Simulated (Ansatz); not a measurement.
# Cs2MgHgF6 (Mg on 50 % of the Hg sites, one arrangement): which shell does photoemission see at 40.8 and 1486.7 eV? (PBE)

The valence band of Cs2MgHgF6 (Mg on 50 % of the Hg sites, one arrangement) mixes several shells. Work out by hand which one leads the spectrum's area at each photon energy.

Filled states come from the projected DOS of Ansatz 0.2.0 (PBE, plane waves); cross sections σ and asymmetry parameters β are those of free atoms in a Dirac–Hartree–Slater calculation. A shell's area is states × σ × angular factor, which is 1 − β·P₂(cos θ)/2 for unpolarised light, with θ = 90° from the beam and P₂ = -0.500.

**At 40.8 eV** (states counted from 23.2 eV below the zero; other shells add 0.2 to the products' sum of 256):

| shell | filled states a cell | cross section (Mb an electron) | β | angular factor | product | share by hand (%) | share in the simulated spectrum (%) |
| --- | --- | --- | --- | --- | --- | --- | --- |
| Cs 5s | 7.76 | 0.0432 | 1.34 | 1.33 | 0.447 | 0 | 0 |
| Cs 5p | 21.84 | 0.329 | 1.52 | 1.38 | 9.91 | 4 | 4 |
| F 2s | 23.32 | 0.251 | 2.00 | 1.50 | 8.76 | 3 | 3 |
| F 2p | 69.39 | 1.63 | 1.18 | 1.29 | 146 | 57 | 57 |
| Hg 5d | 19.95 | 4.08 | 0.44 | 1.11 | 90.4 | 35 | 35 |

**At 1486.7 eV** (states counted from 23.2 eV below the zero; other shells add 0.0011 to the products' sum of 0.185):

| shell | filled states a cell | cross section (Mb an electron) | β | angular factor | product | share by hand (%) | share in the simulated spectrum (%) |
| --- | --- | --- | --- | --- | --- | --- | --- |
| Cs 5s | 7.76 | 0.00126 | 1.98 | 1.50 | 0.0146 | 8 | 8 |
| Cs 5p | 21.84 | 0.00114 | 1.73 | 1.43 | 0.0355 | 19 | 19 |
| F 2s | 23.32 | 0.00141 | 2.00 | 1.50 | 0.0494 | 27 | 27 |
| F 2p | 69.39 | 0.000125 | 0.60 | 1.15 | 0.01 | 5 | 5 |
| Hg 5d | 19.95 | 0.00282 | 1.31 | 1.33 | 0.0747 | 40 | 40 |

F 2p leads at 40.8 eV and Hg 5d at 1486.7 eV. Between the two energies σ of F 2p changes by a factor 7.7e-5 and that of Hg 5d by 6.9e-4, so their ratio moves 9.0-fold in favour of the second. The simulated spectrum uses the same rule on the energy-resolved DOS, so the two share columns agree within a few points.

Only crystals where the two columns agree within 4 points and the lead is clear are worked in this form. Free-atom cross sections ignore the solid's final states, no escape depth or background enters, and the count of states a shell hangs on the projection.
